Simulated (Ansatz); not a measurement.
Records of electronic-structure calculations.

### KI (Fm-3m): spin-orbit coupling beyond the local functionals

It takes space group Fm-3m (No. 225, cubic). The conventional cell has a = 7.066 Å, b = 7.066 Å, c = 7.066 Å, α = 90.00°, β = 90.00°, γ = 90.00°. Nearest to K lie 6 I at 3.53 Å. I has 6 K at 3.53 Å nearest. Farther neighbours and most contacts between anions are not listed.

- method: DFT, HSE06 with spin-orbit coupling, plane waves, PAW (and 1 further level or step)
- program: Ansatz 0.2.0
- settings of one run: cutoff 420 eV, 4×4×4 k-mesh, default PAW
- cost: 2 runs, 38 s in all on 1 × NVIDIA H100 80GB HBM3 (shared by 6 runs) with 3 threads of AMD EPYC 7R13 (Zen 3), shared host (the runs of this entry)
- notes: The cell and positions come from the Crystallography Open Database and are kept as given unless a step says otherwise.
- HSE06: 4.97 eV
- HSE06+SOC: 4.62 eV

Spin-orbit coupling changes the gap by −0.34 eV and the least direct gap by −0.34 eV.

[Runs of the session that timed out or met a known fault of the program may be left out.]

[Cells called generated may have been cut or substituted from an entry of the Crystallography Open Database or the Materials Project.]

[Hosts, paths, dates, database ids (printed as entryN), source tags and the programs' standing remarks are cut or masked in the printed files.]
